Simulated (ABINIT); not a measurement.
**A GW chain in ABINIT: BaTiO3 (P4mm)**

Aim: the G0W0 gap of BaTiO3 (P4mm) on PBE, step by step.

Method: PBE and many-body steps on it, plane waves, in ABINIT 10.8.3.

**1. Starting point**

The structure is tetragonal, space group P4mm (No. 99). Conventional cell: a = 3.990 Å, b = 3.990 Å, c = 4.023 Å, α = 90.00°, β = 90.00°, γ = 90.00°. Nearest to Ba lie 12 O at 2.80 to 2.87 Å. Nearest to Ti lie 6 O at 1.84 to 2.18 Å. O has 2 Ti at 1.84 to 2.18 Å and 4 Ba at 2.82 Å nearest. Nearest to O lie 2 Ti at 2.00 Å and 4 Ba at 2.80 to 2.87 Å. Farther neighbours and most contacts between anions are not listed.

The cell and positions come from the Crystallography Open Database and are kept as given unless a step says otherwise. Spin-orbit coupling is left out unless a step names it.

**2. Ground state**

This step: ABINIT 10.8.3; DFT, PBE, plane waves, norm-conserving pseudopotentials.

The ground-state density comes first.

run.abi

```
acell 3*1.0 Angstrom
rprim 
  3.990480000000 0.000000000000 0.000000000000
  0.000000000000 3.990480000000 0.000000000000
  0.000000000000 0.000000000000 4.023030000000
ntypat 3
znucl 56 22 8
natom 5
typat 1 2 3 3 3
xred 
  0.000000000000 0.000000000000 0.000000000000
  0.500000000000 0.500000000000 0.522000000000
  0.500000000000 0.500000000000 0.979000000000
  0.500000000000 0.000000000000 0.488000000000
  0.000000000000 0.500000000000 0.488000000000
pp_dirpath "pseudos"
pseudos "Ba.upf, Ti.upf, O.upf"
ecut 38
ngkpt 6 6 6
nshiftk 1
shiftk 0 0 0
kptopt 1
chksymbreak 0
nband 26
occopt 1
tolvrs 1e-10
nstep 60
prtwf 0
indata_prefix "in"
outdata_prefix "out"
tmpdata_prefix "tmp"
```

Launch:

```console
$ OMP_NUM_THREADS=1 mpirun -n 8 abinit run.abi > log
```

Numbers of over 12 decimals in the logs are rounded to 6 here.

The log of the run:

```text
.Version 10.8.3 of ABINIT. v10.8.2 released Aug 2026.

 Symmetries : space group P4 m m (# 99); Bravais tP (primitive tetrag.)
================================================================================
 Values of the parameters that define the memory need of the present run
     intxc =       0    ionmov =       0      iscf =       7    lmnmax =       6
     lnmax =       6     mgfft =      45  mpssoang =       3    mqgrid =    3001
     natom =       5  nloc_mem =       1    nspden =       1   nspinor =       1
    nsppol =       1      nsym =       8    n1xccc =    2501    ntypat =       3
    occopt =       1   xclevel =       2
-    mband =          26        mffmem =           1         mkmem =           5
       mpw =        4860          nfft =       91125          nkpt =          40
================================================================================
  Rough estimation (10% accuracy) of disk space for files :
================================================================================

--------------------------------------------------------------------------------
------------- Echo of variables that govern the present computation ------------
--------------------------------------------------------------------------------
 -outvars: echo values of preprocessed input variables --------
            acell      1.8897261259E+00  1.8897261259E+00  1.8897261259E+00 Bohr

      chksymbreak           0
             ecut      3.80000000E+01 Hartree
-          fftalg         312

              ixc     -101130
              kpt      0.00000000E+00  0.00000000E+00  0.00000000E+00
                       1.66666667E-01  0.00000000E+00  0.00000000E+00
                       3.33333333E-01  0.00000000E+00  0.00000000E+00
                       5.00000000E-01  0.00000000E+00  0.00000000E+00
                       1.66666667E-01  1.66666667E-01  0.00000000E+00
                       3.33333333E-01  1.66666667E-01  0.00000000E+00
                       5.00000000E-01  1.66666667E-01  0.00000000E+00
                       3.33333333E-01  3.33333333E-01  0.00000000E+00
                       5.00000000E-01  3.33333333E-01  0.00000000E+00
   [... 29 further rows ...]
                       5.00000000E-01  3.33333333E-01  5.00000000E-01
                       5.00000000E-01  5.00000000E-01  5.00000000E-01
         kptrlatt        6    0    0      0    6    0      0    0    6
          kptrlen      4.52454859E+01
P           mkmem           5
            natom           5
            nband          26
            ngfft          45      45      45
             nkpt          40
            nstep          60
             nsym           8
           ntypat           3
              occ      2.000000  2.000000  2.000000  2.000000  2.000000  2.000000
                       2.000000  2.000000  2.000000  2.000000  2.000000  2.000000
                       2.000000  2.000000  2.000000  2.000000  2.000000  2.000000
                       2.000000  2.000000  0.000000  0.000000  0.000000  0.000000
                       0.000000  0.000000
            prtwf           0
            rprim      3.9904800000E+00  0.0000000000E+00  0.0000000000E+00
[...]
spgroup          99

           tolvrs      1.00000000E-10

             xred      0.0000000000E+00  0.0000000000E+00  0.0000000000E+00
[...]
znucl       56.00000   22.00000    8.00000

================================================================================

 chkinp: Checking input parameters for consistency.

================================================================================
== DATASET  1 ==================================================================
-   mpi_nproc: 8, omp_nthreads: 1 (-1 if OMP is not activated)

--- !DatasetInfo
iteration_state: {dtset: 1, }
dimensions: {natom: 5, nkpt: 40, mband: 26, nsppol: 1, nspinor: 1, nspden: 1, mpw: 4860, }
cutoff_energies: {ecut:  38.0, pawecutdg:  -1.0, }
electrons: {nelect:   4.00000000E+01, charge:   0.00000000E+00, occopt:   1.00000000E+00, tsmear:   1.00000000E-02, }

 Real(R)+Recip(G) space primitive vectors, cartesian coordinates (Bohr,Bohr^-1):
 R(1)=  7.5409143  0.0000000  0.0000000  G(1)=  0.1326099  0.0000000  0.0000000
 R(2)=  0.0000000  7.5409143  0.0000000  G(2)=  0.0000000  0.1326099  0.0000000
 R(3)=  0.0000000  0.0000000  7.6024249  G(3)=  0.0000000  0.0000000  0.1315370
 Unit cell volume ucvol=  4.3231485E+02 bohr^3
 Angles (23,13,12)=  9.00000000E+01  9.00000000E+01  9.00000000E+01 degrees

 getcut: wavevector=  0.0000  0.0000  0.0000  ngfft=  45  45  45
         ecut(hartree)=     38.000   => boxcut(ratio)=   2.08566

--- Pseudopotential description ------------------------------------------------
- Ba Generated using ONCVPSP code by D. R. Hamann
- 56.00000  10.00000  171031                  znucl, zion, pspdat
12 -101130 2 -1 1958                          pspcod,pspxc,lmax,lloc,mmax
     nproj     2     2     2
  pspatm : epsatm=   26.75150155
         --- l  ekb(1:nproj) -->
[...]
pspatm: atomic psp has been read  and splines computed

- Ti Generated using ONCVPSP code by D. R. Hamann
- 22.00000  12.00000  171031                  znucl, zion, pspdat
12 -101130 2 -1 1586                          pspcod,pspxc,lmax,lloc,mmax
[...]
ETOT  8  -137.38552180558    -1.094E-03 6.889E-03 1.562E+00
 ETOT  9  -137.38580460696    -2.828E-04 4.046E-03 2.471E-01
 ETOT 10  -137.38585632205    -5.172E-05 6.390E-03 4.527E-03
 ETOT 11  -137.38585726138    -9.393E-07 3.822E-03 5.973E-05
 ETOT 12  -137.38585727248    -1.110E-08 4.984E-03 2.485E-06
 ETOT 13  -137.38585727309    -6.048E-10 7.272E-03 9.587E-08
 ETOT 14  -137.38585727311    -1.975E-11 3.122E-03 1.977E-09
 ETOT 15  -137.38585727310     4.832E-13 1.865E-03 1.240E-10
 ETOT 16  -137.38585727311    -2.046E-12 2.941E-03 1.979E-12

 At SCF step   16       vres2   =  1.98E-12 < tolvrs=  1.00E-10 =>converged.

 Cartesian components of stress tensor (hartree/bohr^3)
  sigma(1 1)= -1.06241850E-04  sigma(3 2)=  0.00000000E+00
  sigma(2 2)= -1.06241850E-04  sigma(3 1)=  0.00000000E+00
  sigma(3 3)= -1.82878802E-04  sigma(2 1)=  0.00000000E+00

--- !ResultsGS
iteration_state: {dtset: 1, }
comment   : Summary of ground state results
lattice_vectors:
- [  7.5409143,   0.0000000,   0.0000000, ]
- [  0.0000000,   7.5409143,   0.0000000, ]
- [  0.0000000,   0.0000000,   7.6024249, ]
lattice_lengths: [   7.54091,    7.54091,    7.60242, ]
lattice_angles: [ 90.000,  90.000,  90.000, ] # degrees, (23, 13, 12)
lattice_volume:   4.3231485E+02
convergence: {deltae: -2.046E-12, res2:  1.979E-12, residm:  2.941E-03, diffor: null, }
etotal    :  -1.37385857E+02
entropy   :   0.00000000E+00
fermie    :   2.46877495E-01
cartesian_stress_tensor: # hartree/bohr^3
- [ -1.06241850E-04,   0.00000000E+00,   0.00000000E+00, ]
- [  0.00000000E+00,  -1.06241850E-04,   0.00000000E+00, ]
- [  0.00000000E+00,   0.00000000E+00,  -1.82878802E-04, ]
pressure_GPa:   3.8773E+00
xred      :
- [  0.0000E+00,   0.0000E+00,   0.0000E+00, Ba]
- [  5.0000E-01,   5.0000E-01,   5.2200E-01, Ti]
- [  5.0000E-01,   5.0000E-01,   9.7900E-01,  O]
- [  5.0000E-01,   0.0000E+00,   4.8800E-01,  O]
- [  0.0000E+00,   5.0000E-01,   4.8800E-01,  O]
cartesian_forces: # hartree/bohr
- [ -0.00000000E+00,  -0.00000000E+00,   2.80910277E-03, ]
- [ -0.00000000E+00,  -0.00000000E+00,  -3.72901789E-03, ]
- [ -0.00000000E+00,  -0.00000000E+00,  -2.06776876E-05, ]
- [ -0.00000000E+00,  -0.00000000E+00,   4.70296401E-04, ]
- [ -0.00000000E+00,  -0.00000000E+00,   4.70296401E-04, ]
force_length_stats: {min:   2.06776876E-05, max:   3.72901789E-03, mean:   1.49987823E-03, }

 Integrated electronic density in atomic spheres:
 ------------------------------------------------
 Atom  Sphere_radius  Integrated_density
[...]
================================================================================

 ----iterations are completed or convergence reached----

 Mean square residual over all n,k,spin=   12.653E-06; max=  29.414E-04
 reduced coordinates (array xred) for    5 atoms
       0.000000000000      0.000000000000      0.000000000000
       0.500000000000      0.500000000000      0.522000000000
       0.500000000000      0.500000000000      0.979000000000
       0.500000000000      0.000000000000      0.488000000000
       0.000000000000      0.500000000000      0.488000000000
 rms dE/dt=  9.2570E-03; max dE/dt=  2.8332E-02; dE/dt below (all hartree)
    1       0.000000000000      0.000000000000     -0.021373208117
    2       0.000000000000      0.000000000000      0.028332363144
    3       0.000000000000      0.000000000000      0.000139985293
    4       0.000000000000      0.000000000000     -0.003592608346
    5       0.000000000000      0.000000000000     -0.003592608346

 cartesian coordinates (angstrom) at end:
    1      0.000000     0.000000     0.000000
    2      1.995240     1.995240     2.100022
    3      1.995240     1.995240     3.938546
    4      1.995240     0.000000     1.963239
    5      0.000000     1.995240     1.963239

 cartesian forces (hartree/bohr) at end:
[...]
frms,max,avg= 1.2176321E-03 3.7290179E-03   0.000E+00  0.000E+00  2.264E-06 h/b

 cartesian forces (eV/Angstrom) at end:
    1     -0.000000    -0.000000     0.144450
    2     -0.000000    -0.000000    -0.191754
    3     -0.000000    -0.000000    -0.00106329
    4     -0.000000    -0.000000     0.024184
    5     -0.000000    -0.000000     0.024184
 frms,max,avg= 6.2613158E-02 1.9175381E-01   0.000E+00  0.000E+00  1.164E-04 e/A
 length scales=  1.889726125908  1.889726125908  1.889726125908 bohr
              =  1.000000000000  1.000000000000  1.000000000000 angstroms
 prteigrs : about to open file out_EIG
 Fermi (or HOMO) energy (hartree) =   0.24688   Average Vxc (hartree)=  -0.42067
 Eigenvalues (hartree) for nkpt=  40  k points:
 kpt#   1, nband= 26, wtk=  0.00463, kpt=  0.0000  0.0000  0.0000 (reduced coord)
  -1.82902   -0.95838   -0.95571   -0.95571   -0.66700   -0.37437   -0.35146   -0.34702
  -0.12184   -0.12184   -0.12179    0.15967    0.16067    0.16067    0.19522    0.19522
   0.20348    0.23045    0.23326    0.23326    0.31491    0.32841    0.32841    0.40096
   0.42300    0.43021
 prteigrs : prtvol=0 or 1, do not print more k-points.

--- !EnergyTerms
iteration_state     : {dtset: 1, }
comment             : Components of total free energy in Hartree
kinetic             :  6.27812113529144E+01
hartree             :  2.99537990853779E+01
xc                  : -2.80678646837878E+01
Ewald energy        : -1.03492580402229E+02
psp_core            :  5.55329650225250E+00
local_psp           : -1.00807849955633E+02
non_local_psp       : -3.30586917200185E+00
total_energy        : -1.37385857273107E+02
total_energy_eV     : -3.73845962699373E+03
band_energy         : -1.05725584379353E+01

 Cartesian components of stress tensor (hartree/bohr^3)
  sigma(1 1)= -1.06241850E-04  sigma(3 2)=  0.00000000E+00
  sigma(2 2)= -1.06241850E-04  sigma(3 1)=  0.00000000E+00
  sigma(3 3)= -1.82878802E-04  sigma(2 1)=  0.00000000E+00

-Cartesian components of stress tensor (GPa)         [Pressure=  3.8773E+00 GPa]
- sigma(1 1)= -3.12574313E+00  sigma(3 2)=  0.00000000E+00
- sigma(2 2)= -3.12574313E+00  sigma(3 1)=  0.00000000E+00
- sigma(3 3)= -5.38048011E+00  sigma(2 1)=  0.00000000E+00

== END DATASET(S) ==============================================================
================================================================================

 -outvars: echo values of variables after computation  --------
           etotal     -1.3738585727E+02
            nband          26
             nkpt          40
          spgroup          99
 [... the other variables as echoed above ...]

 Calculation completed.
```

Elapsed: 36 s, on 8 MPI ranks of Arm Neoverse V2, shared host; peak memory 0.68 GiB; 4.8 min of CPU time.

This step gave:

```yaml
total_energy: -3738.4596 eV
gap: 1.851 eV
k_of_the_valence_top: 0.5, 0.5, 0.5
k_of_the_conduction_bottom: 0, 0, 0
least_direct_gap: 2.222 eV
pressure: 3.877 GPa
```

The gap is indirect, with the least direct gap 0.37 eV higher.

The cutoff was set for levels, not for stress, so the pressure can be off by some GPa.

(Continued in part 2 of 3.)

[Paths, hosts, dates, memory and timing lines, banners, echoed tables and standing remarks are left out of the program output.]

[Logs are printed without paths, hosts, clocks, repeated set-up lines and the standing remarks that a program may print on its own settings, such as how far it seeks lower states.]

[Runs of the session that timed out or met a known fault of the program may be left out.]

[Hosts, paths, dates, database ids (printed as entryN), source tags and the programs' standing remarks are cut or masked in the printed files.]

[G0W0 gaps are taken among the corrected bands and points alone; a level outside them can change the order at an edge.]

[Where Ansatz stands beside ABINIT at settings called matched, ABINIT's density can come from a denser mesh and the files from another edition; pairs whose starting gaps differed by over 0.03 eV were left out, so agreement reads better than it is.]
